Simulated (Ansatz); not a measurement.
# KSnCl3 (model cell, started as cubic perovskite with Sn in the octahedra): following an unstable mode

Wanted: the energy along a soft mode of KSnCl3 (model cell, started as cubic perovskite with Sn in the octahedra) and the structure at the end.

Calculated with Ansatz 0.2.0; DFT PBEsol, scalar-relativistic, plane waves, PAW; PAW set soft_1.

The structure was built from a prototype and need not be the compound's stable phase.

## Step 1: The starting structure

It takes space group Pm-3m (No. 221, cubic). The conventional cell has a = 5.482 Å, b = 5.482 Å, c = 5.482 Å, α = 90.00°, β = 90.00°, γ = 90.00°. K has 12 Cl at 3.88 Å nearest. Nearest to Sn lie 6 Cl at 2.74 Å. Nearest to Cl lie 2 Sn at 2.74 Å and 4 K at 3.88 Å. Farther neighbours and most contacts between anions are not listed.

## Step 2: Phonons on a q mesh

The cell comes from relaxations at this level that are not shown. Stability and thermal properties need the whole zone. Linear response on a 2×2×2 q mesh gives force constants as far as a supercell of that size would, and the tensors from the zone-centre run are typed in so that the long-range dipole term is interpolated apart.

File input.yaml:

```yaml
crystal:
  lattice:
    - [5.4819651111, 0.0, 0.0]
    - [0.0, 5.4819651111, 0.0]
    - [0.0, 0.0, 5.4819651111]
  atoms:
    - { symbol: K, position: [0.0, 0.0, 0.0] }
    - { symbol: Sn, position: [0.5, 0.5, 0.5] }
    - { symbol: Cl, position: [0.5, 0.5, 0.0] }
    - { symbol: Cl, position: [0.5, 0.0, 0.5] }
    - { symbol: Cl, position: [0.0, 0.5, 0.5] }
kpoints:
  mp_grid: { grid: [12, 12, 12] }
hamiltonian:
  xc: pbesol
  pseudopotentials: { kind: paw, azcp: { folder: soft_1 }, xc_functional: pbe }
scf:
  occupations: { method: fixed }
output:
  eigenvalues: true
phonons:
  method: dfpt
  qmesh: [2, 2, 2]
  temperatures: { t_max: 1000, t_step: 50 }
  qpath:
    path:
      - [[0.0, 0.0, 0.0], [0.0, 0.5, 0.0], [0.5, 0.5, 0.0], [0.0, 0.0, 0.0], [0.5, 0.5, 0.5], [0.0, 0.5, 0.0]]
      - [[0.5, 0.5, 0.5], [0.5, 0.5, 0.0]]
    npoints: 10
  non_analytic_term:
    high_frequency_dielectric_tensor: [[6.0559, 0.0, 0.0], [0.0, 6.0559, 0.0], [0.0, 0.0, 6.0559]]
    born_effective_charges:
      - { species: K, tensor: [[1.282, 0.0, 0.0], [0.0, 1.282, 0.0], [0.0, 0.0, 1.282]] }
      - { species: Sn, tensor: [[4.596, 0.0, 0.0], [0.0, 4.596, 0.0], [0.0, 0.0, 4.596]] }
      - { species: Cl, tensor: [[-0.5016, 0.0, 0.0], [0.0, -0.5016, 0.0], [0.0, 0.0, -4.8748]] }
      - { species: Cl, tensor: [[-0.5016, 0.0, 0.0], [0.0, -4.8748, 0.0], [0.0, 0.0, -0.5016]] }
      - { species: Cl, tensor: [[-4.8748, 0.0, 0.0], [0.0, -0.5016, 0.0], [0.0, 0.0, -0.5016]] }
    source: "zone-centre run at this cell"
```

Launch:

```sh
ansatz run input.yaml --threads 4 --pin off --max-ram 16384MiB --backend cpu --events-out ev --progress --plain --runs-dir out
```

Numbers of over 12 decimals in the logs are rounded to 6 here.

Log:

```text
Engine: ansatz 0.2.0, aarch64-unknown-linux-gnu
Pseudopotentials: kind: paw
Pseudopotential: K, paw, valence charge 9, recommended cutoff 420 eV (normal), soft_1/K.paw.azcp
Pseudopotential: Sn, paw, valence charge 14, recommended cutoff 420 eV (normal), soft_1/Sn.paw.azcp
Pseudopotential: Cl, paw, valence charge 7, recommended cutoff 420 eV (normal), soft_1/Cl.paw.azcp
Functional definition: PBEsol
  exchange = pbesol_x
  correlation = pbesol_c
Crystal: 5 atoms, lattice volume = 164.744 Å³
Basis set: ecut = 420 eV, 3191 PW (Γ), exchange–correlation on 80×80×80 points (8 copies of the dense FFT grid, shifted against one another)
Bands: 27, of which v1, the nominal top of the filled ones, is band 22 counted from 1 (21 counted from 0)
Symmetry: 48 space group operations
k-points: 84 of 1728
Non-local potential: K, projectors of the file, l = 0: 3, l = 1: 2, l = 2: 2
Non-local potential: Sn, projectors of the file, l = 0: 2, l = 1: 2, l = 2: 2, l = 3: 1
Non-local potential: Cl, projectors of the file, l = 0: 2, l = 1: 2, l = 2: 1
PAW form: soft (Blöchl's): semilocal exchange-correlation on the pseudo side does not see the compensation charge
PAW frozen core: K, regenerated for the run's functional, and the local potential with it (the file was generated under x = pbe(κ = 0.804, μ = 0.219515), c = pbe(β = 0.066725))
PAW frozen core: Sn, regenerated for the run's functional, and the local potential with it (the file was generated under x = pbe(κ = 0.804, μ = 0.219515), c = pbe(β = 0.066725))
PAW frozen core: Cl, regenerated for the run's functional, and the local potential with it (the file was generated under x = pbe(κ = 0.804, μ = 0.219515), c = pbe(β = 0.066725))
PAW one-centre angular grid: K, 110 points (default); XC on 64 Gauss nodes
PAW one-centre angular grid: Sn, 590 points (default); XC on 64 Gauss nodes
PAW one-centre angular grid: Cl, 110 points (default); XC on 64 Gauss nodes
Initial density: superposition of atomic densities (chi_scale 0.1, normalization cell, long waves kept (reshape's long-wave potential 0.01 eV rms))
Initial wavefunctions: pseudopotential atomic-orbital guess
Functional: x = pbesol(κ = 0.804, μ = 0.123457), c = pbesol(β = 0.046)
SCF iter   1: F=—  HF=-10656.276594 eV  |F-HF|=—  |Δ(HF+E_count)|=         —  Δρ=3.42e-2  dr2=2.93e0  ethr=3.10e-3  ⟨swp⟩=5.1  Hψ=9087  notcnv=0  defer=195
preconditioner: auto → Resta (q_TF=auto, 2.189 Å⁻¹)  ε∞=4.7  [insulator: Δε(μ)=0.165 eV  Ē_g=6.768 eV  n_scr=26 (ndim 8)  ℏωp=12.9 eV  f_vac=0.031  ε∞_Penn≈4.7]
SCF iter   2: F=—  HF=-10655.253169 eV  |F-HF|=—  |Δ(HF+E_count)|=    1.02e0  Δρ=1.33e-2  dr2=6.10e-1  ethr=3.10e-3  ⟨swp⟩=3.2  Hψ=5403  notcnv=0  defer=210
SCF iter   3: F=—  HF=-10654.990881 eV  |F-HF|=—  |Δ(HF+E_count)|=   2.62e-1  Δρ=4.82e-3  dr2=8.77e-2  ethr=1.39e-3  ⟨swp⟩=2.9  Hψ=4806  notcnv=0  defer=238
SCF iter   4: F=—  HF=-10654.960244 eV  |F-HF|=—  |Δ(HF+E_count)|=   3.06e-2  Δρ=1.40e-3  dr2=6.89e-3  ethr=1.99e-4  ⟨swp⟩=3.0  Hψ=3948  notcnv=0  defer=245
SCF iter   5: F=—  HF=-10654.960297 eV  |F-HF|=—  |Δ(HF+E_count)|=   5.27e-5  Δρ=3.91e-4  dr2=3.70e-4  ethr=1.57e-5  ⟨swp⟩=3.0  Hψ=3747  notcnv=0  defer=248
SCF iter   6: F=—  HF=-10654.960674 eV  |F-HF|=—  |Δ(HF+E_count)|=   3.78e-4  Δρ=7.95e-5  dr2=1.12e-5  ethr=8.41e-7  ⟨swp⟩=2.9  Hψ=4280  notcnv=0  defer=247
SCF iter   7: F=—  HF=-10654.960692 eV  |F-HF|=—  |Δ(HF+E_count)|=   1.75e-5  Δρ=2.50e-5  dr2=1.39e-6  ethr=2.55e-8  ⟨swp⟩=2.0  Hψ=3984  notcnv=0  defer=243
SCF iter   8: F=—  HF=-10654.960696 eV  |F-HF|=—  |Δ(HF+E_count)|=   3.67e-6  Δρ=5.31e-6  dr2=5.37e-8  ethr=3.16e-9  ⟨swp⟩=2.0  Hψ=4037  notcnv=0  defer=222
SCF iter   9: F=—  HF=-10654.960696 eV  |F-HF|=—  |Δ(HF+E_count)|=   1.43e-7  Δρ=1.14e-6  dr2=3.89e-9  ethr=1.22e-10  ⟨swp⟩=2.0  Hψ=3442  notcnv=0  defer=223
SCF iter  10: F=—  HF=-10654.960696 eV  |F-HF|=—  |Δ(HF+E_count)|=   5.99e-9  Δρ=2.26e-7  dr2=1.93e-10  ethr=8.85e-12  ⟨swp⟩=2.0  Hψ=3515  notcnv=0  defer=223
SCF iter  11: F=-10654.960696 eV  HF=-10654.960696 eV  |F-HF|=1.09e-11  |Δ(HF+E_count)|=  2.18e-11  Δρ=5.29e-8  dr2=6.09e-12  ethr=1.00e-12  ⟨swp⟩=15.9  Hψ=18536  notcnv=0
SCF 1 converged in 11 iterations: F = -10654.960696 eV  dr2 = 6.09e-12
  greatest PAW one-centre occupation: 0.993 electrons in one spin orbital (limit 2), on the Sn atom at site 1 (counted from 0), in its partial waves of l = 2
NSCF: frozen V_eff on 84 k-points
NSCF: frozen V_eff on 343 k-points
DFPT response loops at q = (0, 0, 0) (fractional): preconditioner auto → Resta (q_TF=auto, 2.189 Å⁻¹)  ε∞=10.9 (no band partly filled); β = 1.00, the filter's whole step (`scf.mixing.beta` (0.50) is not read by the response loops at its default; to damp them type it under 1.00, their step now; it binds the ground state too); Broyden in place of MSR1
NSCF: frozen V_eff on 686 k-points
DFPT response loops at q = (0, 0, -0.5) (fractional): mixed as the last ones told, above
NSCF: frozen V_eff on 686 k-points
DFPT response loops at q = (0, -0.5, -0.5) (fractional): mixed as the last ones told, above
NSCF: frozen V_eff on 686 k-points
DFPT response loops at q = (-0.5, -0.5, -0.5) (fractional): mixed as the last ones told, above
SCF converged after 11 iterations
Free energy (F): -10654.960696 eV
Harris-Foulkes:  -10654.960696 eV  (|F-HF|=1.09e-11)
Internal energy: -10654.960696 eV  (E = F + TS)
E sigma→0 (E₀):  -10654.960696 eV
Fermi energy:    4.614290 eV
--- Per-component energies (eV) ---
  E_band       = -364.510813
  E_kinetic    = 876.862078
  E_local      = -3047.792382  (includes V_loc(G=0)·N_el)
  E_nonlocal   = 255.964505
  E_hartree    = 1250.776148
  E_xc         = -577.290954
  E_vxc        = -591.821911  (∫ρ·V_xc dr)
  E_paw        = -6980.489267  (= ΣΔE_a)
  E_vpaw       = -359.276086  (= ΣTr[D̂ρ^β])
  E_aug_tail   = 0.000637  (compensation charges beyond the density's cutoff)
  E_ewald      = -2433.619482
  E_core_change = 0.628021  (= ΣΔE_core)
  E_smearing   = -0.000000  (= −TS)
  E_closure    = -0.000000  (closes the sum)
  Σ components = -10654.960696   (vs F -10654.960696, Δ=0.00e0)
--- Band table (eV; the first three rows and the last of 84) ---
  k-point 0: bands = [... 18 lower, 0.6645, 0.7120, 0.7120, 0.7120, 6.0192, 8.2477, 8.2477, 8.8212, ... 1 higher]
  k-point 1: bands = [... 18 lower, 0.6564, 0.7053, 0.7053, 0.7321, 6.0832, 8.2690, 8.3014, 8.8284, ... 1 higher]
  k-point 2: bands = [... 18 lower, 0.6345, 0.6946, 0.6946, 0.8259, 6.2684, 8.3053, 8.4539, 8.8182, ... 1 higher]
  k-point 83: bands = [... 18 lower, 1.1426, 1.1426, 1.1426, 4.6143, 5.1179, 5.1179, 5.1179, 7.4175, ... 1 higher]
--- Phonons (Γ-DFPT): 4 representative perturbations + reference (Σ response iterations 12) ---
  ASR residual: 4.825e-5 → 0.000e0 eV/Å²; symmetrization residual: 1.462e-5 eV/Å²
  ASR residual per site (eV/Å²): 4.83e-5 4.50e-5 3.75e-5 3.75e-5 3.75e-5
  Γ frequencies (cm⁻¹): -61.26 -61.26 -61.26 -0.79 -0.79 -0.79 0.00 0.00 0.00 61.76 61.76 61.76 93.38 93.38 93.38
--- Phonons (arbitrary-q DFPT): 4 irreducible q on the 2×2×2 mesh ---
  q = [0.0000, 0.0000, 0.0000] (star 1, of the zone-centre solve; hermiticity 1.59e-5, symmetrization 1.16e-11): -61.26 -61.26 -61.26 -0.79 -0.79 -0.79 -0.00 -0.00 0.00 61.76 61.76 61.76 93.38 93.38 93.38
  q = [0.0000, 0.0000, -0.5000] (star 3, 9 solved perturbations in 2646 linear systems a pass and spin channel, the states on 343 of 1728 k-point pairs; hermiticity 4.73e-6, symmetrization 4.17e-12): -53.25 -53.25 -20.57 -20.57 35.74 47.92 48.77 48.77 50.11 50.11 55.07 95.62 95.62 145.65 241.27
  q = [0.0000, -0.5000, -0.5000] (star 3, 9 solved perturbations in 2646 linear systems a pass and spin channel, the states on 343 of 1728 k-point pairs; hermiticity 1.15e-6, symmetrization 1.63e-13): -60.28 -54.58 -54.58 -41.27 37.66 37.66 38.95 56.12 56.12 93.06 98.22 142.23 142.23 217.71 246.39
  q = [-0.5000, -0.5000, -0.5000] (star 1, 4 solved perturbations in 931 linear systems a pass and spin channel, the states on 343 of 1728 k-point pairs; hermiticity 1.15e-6, symmetrization 1.86e-11): -60.22 -60.22 -60.22 -54.44 -54.44 -54.44 97.11 97.11 97.11 134.00 134.00 134.00 217.62 217.62 251.12
  sum rule: each row above includes the acoustic sum rule's correction from the zone centre's row sums; it moved no ω² by more than (0.58 cm⁻¹)²
  mesh force constants: q→R imaginary residual 6.82e-18; ASR residual 4.825e-5 → 0.000e0 eV/Å²; symmetrization residual 3.109e-15 eV/Å²
  interpolated dispersion: 63 rows × 15 modes
  density of states and harmonic sums: on the 12×12×12 q-mesh, interpolated from the force constants of a 2×2×2 supercell (with the dipole–dipole term of supplied tensors)
  largest difference from the sums on the solved wave vectors: F 3.76e-2 eV, S 4.68e-5 and C_V 3.94e-5 eV/K
  zero-point energy: 0.064947 eV/cell   skipped modes (ω ≤ 0): 420, of them read as no rigid motion or as one in doubt: 417 (4.980e0 modes/cell left out, lowest -61.26 cm⁻¹)   left out of the sums: 3.32e-1 of the cell's modes: C_V's classical limit lies that fraction below 3 k_B per atom; for a crystal, a wire or a layer, F and S can be off by more, and a phonons.interpolated_qmesh denser along its periods is the remedy for the sampling
```

Elapsed: 14 min, on 4 threads of Arm Neoverse V1, shared host; peak memory 3.4 GiB; 54 min of CPU time.

Reading the cycles: dr2 is the Hartree energy of the density residual (eV), the measure of convergence; HF is the Harris–Foulkes estimate of the energy, which meets the free energy F at convergence.

This step gave:

* gap on the k-mesh: 0.5036 eV
* volume per atom: 32.95 Å³
* sum-rule residual before enforcement: 4.83e-5 eV/Å²
* lowest frequency on the path: -61.26 cm⁻¹
* point group: m-3m
* highest frequency on the path or at a solved wavevector: 251.1 cm⁻¹
* highest optical mode at the zone centre (no LO-TO term): 93.38 cm⁻¹
* lowest optical zone-centre mode: -61.26 cm⁻¹
* lowest mode on the q mesh (acoustic modes at Γ apart): -61.26 cm⁻¹

Frequencies (cm⁻¹) solved at each irreducible wavevector; negative means imaginary. Frequencies by wavevector, by row:

| q in reciprocal lattice units | star | mode 1 | mode 2 | mode 3 | mode 4 | mode 13 | mode 14 | mode 15 |
| --- | --- | --- | --- | --- | --- | --- | --- | --- |
| 0 0 0 | 1 | -61.3 | -61.3 | -61.3 | -0.8 | 93.4 | 93.4 | 93.4 |
| 0 0 -0.5 | 3 | -53.2 | -53.2 | -20.6 | -20.6 | 95.6 | 145.7 | 241.3 |
| 0 -0.5 -0.5 | 3 | -60.3 | -54.6 | -54.6 | -41.3 | 142.2 | 217.7 | 246.4 |
| -0.5 -0.5 -0.5 | 1 | -60.2 | -60.2 | -60.2 | -54.4 | 217.6 | 217.6 | 251.1 |

Interpolated from a 2×2×2 q mesh, with the LO-TO term (at Γ the limit along the path; where Γ stands inside the path, tables give the limit on arrival). Phonon branches along the path, in cm⁻¹:

| point | branch 1 | branch 2 | branch 3 | branch 4 | branch 12 | branch 13 | branch 14 | branch 15 |
| --- | --- | --- | --- | --- | --- | --- | --- | --- |
| Γ | -61 | -61 | -59 | -1 | 68 | 93 | 93 | 229 |
| halfway | -58 | -58 | -29 | -13 | 94 | 94 | 111 | 235 |
| X | -53 | -53 | -21 | -21 | 96 | 96 | 146 | 241 |
| halfway | -55 | -48 | -43 | -36 | 111 | 144 | 171 | 241 |
| M | -60 | -55 | -55 | -41 | 142 | 142 | 218 | 246 |
| halfway | -54 | -54 | -35 | -32 | 109 | 110 | 155 | 228 |
| Γ | -61 | -61 | -59 | -1 | 68 | 93 | 93 | 229 |
| halfway | -54 | -54 | -42 | -33 | 109 | 159 | 159 | 223 |
| R | -60 | -60 | -60 | -54 | 134 | 218 | 218 | 251 |
| halfway | -54 | -52 | -49 | -42 | 141 | 162 | 179 | 240 |
| X | -53 | -53 | -21 | -21 | 96 | 96 | 146 | 241 |
| jump to R | -60 | -60 | -60 | -54 | 134 | 218 | 218 | 251 |
| halfway | -60 | -55 | -55 | -48 | 138 | 169 | 218 | 246 |
| M | -60 | -55 | -55 | -41 | 142 | 142 | 218 | 246 |

Symmetry leaves 4 wavevectors to solve. The lowest mode among them, the acoustic zeros apart, lies at Γ and is imaginary, 61.3i cm⁻¹, so the energy falls along it.

## Step 3: The mode frozen in, largest atomic shift 0 Å

The mode followed lies at q = (0, -0.5, -0.5) with frequency 60.3i cm⁻¹, one of the unstable modes though not the softest. At small amplitude the distorted cell has space group no. 127 by a symmetry search on the positions. The undistorted cell that holds it gives the zero of energy on the same k mesh.

System of this step: KSnCl3 (model cell, started as cubic perovskite with Sn in the octahedra). It takes space group Pm-3m (No. 221, cubic). Conventional cell: a = 5.482 Å, b = 5.482 Å, c = 5.482 Å, α = 90.00°, β = 90.00°, γ = 90.00°. Nearest to K lie 12 Cl at 3.88 Å. Sn has 6 Cl at 2.74 Å nearest. Nearest to Cl lie 2 Sn at 2.74 Å and 4 K at 3.88 Å. Nearest to Cl lie 2 Sn at 2.74 Å and 4 K at 3.88 Å. Farther neighbours and most contacts between anions are not listed.

File input.yaml:

```yaml
crystal:
  lattice:
    - [-5.4819651111, 0.0, 0.0]
    - [0.0, -5.4819651111, -5.4819651111]
    - [0.0, -5.4819651111, 5.4819651111]
  atoms:
    - { symbol: K, position: [0.0, 0.5, 0.5] }
    - { symbol: K, position: [0.0, 0.0, 0.0] }
    - { symbol: Sn, position: [0.5, 0.0, 0.5] }
    - { symbol: Sn, position: [0.5, 0.5, 0.0] }
    - { symbol: Cl, position: [0.5, 0.25, 0.25] }
    - { symbol: Cl, position: [0.5, 0.75, 0.75] }
    - { symbol: Cl, position: [0.5, 0.75, 0.25] }
    - { symbol: Cl, position: [0.5, 0.25, 0.75] }
    - { symbol: Cl, position: [1.0, 0.0, 0.5] }
    - { symbol: Cl, position: [1.0, 0.5, 0.0] }
kpoints:
  mp_grid: { grid: [10, 8, 8] }
hamiltonian:
  xc: pbesol
  pseudopotentials: { kind: paw, azcp: { folder: soft_1 }, xc_functional: pbe }
scf:
  occupations: { method: gaussian, width: 0.02 }
output:
  forces: true
  stress: true
  eigenvalues: true
```

Log:

```text
[...]
Crystal: 10 atoms, lattice volume = 329.487 Å³
Basis set: ecut = 420 eV, 6407 PW (Γ), exchange–correlation on 80×108×108 points (8 copies of the dense FFT grid, shifted against one another)
Bands: 54, of which v1, the nominal top of the filled ones, is band 44 counted from 1 (43 counted from 0)
Symmetry: 32 space group operations
[...]
k-points: 90 of 640
[...]
k-point 0: bands = [... 40 lower, 0.7121, 0.7121, 1.1337, 3.4363, 5.6992, 5.6992, 6.0192, 8.2477, ... 4 higher]
  k-point 1: bands = [... 40 lower, 0.7154, 0.7275, 1.1059, 3.2057, 5.8458, 5.9335, 6.0910, 8.2498, ... 4 higher]
  k-point 2: bands = [... 40 lower, 0.7410, 0.8150, 1.0375, 2.6895, 6.2503, 6.2963, 6.4551, 7.9531, ... 4 higher]
  k-point 89: bands = [... 40 lower, 1.1337, 1.1337, 3.4363, 3.4363, 5.6991, 5.6991, 5.6992, 5.6992, ... 4 higher]
[key lines of the parts left out:]
SCF converged after 9 iterations
Free energy (F): -21309.921314 eV
Fermi energy:    4.865729 eV
P = ⅓ Tr σ = 0.0005 GPa (0.005 kbar)
```

Elapsed: 33 s, on 4 threads; peak memory 1.4 GiB.

This step gave:

| Property | Result |
| --- | --- |
| pressure | 5.26e-4 GPa |
| energy from the undistorted cell | 0 meV/atom |

At this level the gap is 0.50 eV on the k-mesh of the self-consistent run, which can miss the band edges.

## Step 4: The mode frozen in, largest atomic shift 0.6 Å

The atoms are moved along the unstable eigenvector, the largest shift by 0.6 Å, with the cell fixed.

input.yaml, the sections that differ from step 3:

```yaml
crystal:
  lattice:
    - [-5.4819651111, 0.0, 0.0]
    - [0.0, -5.4819651111, -5.4819651111]
    - [0.0, -5.4819651111, 5.4819651111]
  atoms:
    - { symbol: K, position: [0.0, 0.5, 0.5] }
    - { symbol: K, position: [0.0, 0.0, 0.0] }
    - { symbol: Sn, position: [0.5, 0.0, 0.5] }
    - { symbol: Sn, position: [0.5, 0.5, 0.0] }
    - { symbol: Cl, position: [0.5, 0.3047249014, 0.3047249014] }
    - { symbol: Cl, position: [0.5, 0.6952750986, 0.6952750986] }
    - { symbol: Cl, position: [0.5, 0.8047249014, 0.1952750986] }
    - { symbol: Cl, position: [0.5, 0.1952750986, 0.8047249014] }
    - { symbol: Cl, position: [1.0, 0.0, 0.5] }
    - { symbol: Cl, position: [1.0, 0.5, 0.0] }
# kpoints, hamiltonian, scf, output: as in step 3
```

Log:

```text
[...]
Crystal: 10 atoms, lattice volume = 329.487 Å³
Basis set: ecut = 420 eV, 6407 PW (Γ), exchange–correlation on 80×108×108 points (8 copies of the dense FFT grid, shifted against one another)
Bands: 54, of which v1, the nominal top of the filled ones, is band 44 counted from 1 (43 counted from 0)
Symmetry: 16 space group operations
[...]
k-points: 90 of 640
[...]
k-point 0: bands = [... 40 lower, 0.7645, 0.7645, 1.0458, 2.8955, 5.6088, 5.6088, 6.2454, 8.2632, ... 4 higher]
  k-point 1: bands = [... 40 lower, 0.7031, 0.7657, 1.0855, 2.7361, 5.7007, 5.7752, 6.3283, 8.2292, ... 4 higher]
  k-point 2: bands = [... 40 lower, 0.6377, 0.7679, 1.1558, 2.3542, 5.9661, 6.1797, 6.5608, 7.9050, ... 4 higher]
  k-point 89: bands = [... 40 lower, 1.0005, 1.0005, 3.0765, 3.0765, 5.4245, 5.4245, 5.5166, 5.5166, ... 4 higher]
[key lines of the parts left out:]
SCF converged after 9 iterations
Free energy (F): -21310.154032 eV
Fermi energy:    4.544918 eV
P = ⅓ Tr σ = -0.7313 GPa (-7.313 kbar)
```

Elapsed: 31 s, on 4 threads; peak memory 1.4 GiB; 2.1 min of CPU time.

This step gave:

```yaml
pressure: -0.7313 GPa
gap_on_the_k_mesh: 0.9761 eV
energy_from_the_undistorted_cell: -23.27 meV/atom
```

The energy, extrapolated to zero smearing, is -23.27 meV/atom against the undistorted cell.

The run ends at a pressure of -0.73 GPa, with forces up to 0.11 eV/Å.

## Step 5: Energy along the mode, all amplitudes (two of the runs are shown above)

An imaginary frequency means negative curvature, so the energy should fall and then rise again as anharmonic terms take over.

This step gave:

```yaml
depth_at_the_lowest_point_sampled: 23.27 meV/atom
largest_atomic_shift_at_that_point: 0.6 Å
```

The energy from the parent by largest atomic shift:

| largest atomic shift (Å) | energy from the parent (meV/atom) |
| --- | --- |
| 0.000 | 0 |
| 0.040 | -0.151 |
| 0.080 | -0.603 |
| 0.140 | -1.82 |
| 0.220 | -4.38 |
| 0.320 | -8.79 |
| 0.450 | -15.7 |
| 0.600 | -23.3 |

Displacement at unit largest shift by atom:

| atom | x (Å) | y (Å) | z (Å) | size |
| --- | --- | --- | --- | --- |
| K1 | 0.00 | 0.00 | 0.00 | 0.00 |
| K2 | 0.00 | 0.00 | 0.00 | 0.00 |
| Sn3 | 0.00 | 0.00 | 0.00 | 0.00 |
| Sn4 | 0.00 | 0.00 | 0.00 | 0.00 |
| Cl5 | 0.00 | -1.00 | 0.00 | 1.00 |
| Cl6 | 0.00 | 1.00 | 0.00 | 1.00 |
| Cl7 | 0.00 | 0.00 | -1.00 | 1.00 |
| Cl8 | 0.00 | 0.00 | 1.00 | 1.00 |
| Cl9 | 0.00 | 0.00 | 0.00 | 0.00 |
| Cl10 | 0.00 | 0.00 | 0.00 | 0.00 |

The lowest of the steps tried is the last one, at 0.6 Å, 23.3 meV/atom below the parent; the bottom of the well need not coincide with a step.

[end of part 1 of 2]

[Logs are printed without paths, hosts, clocks, repeated set-up lines and the standing remarks that a program may print on its own settings, such as how far it seeks lower states.]

[Hosts, paths, dates, database ids (printed as entryN), source tags and the programs' standing remarks are cut or masked in the printed files.]
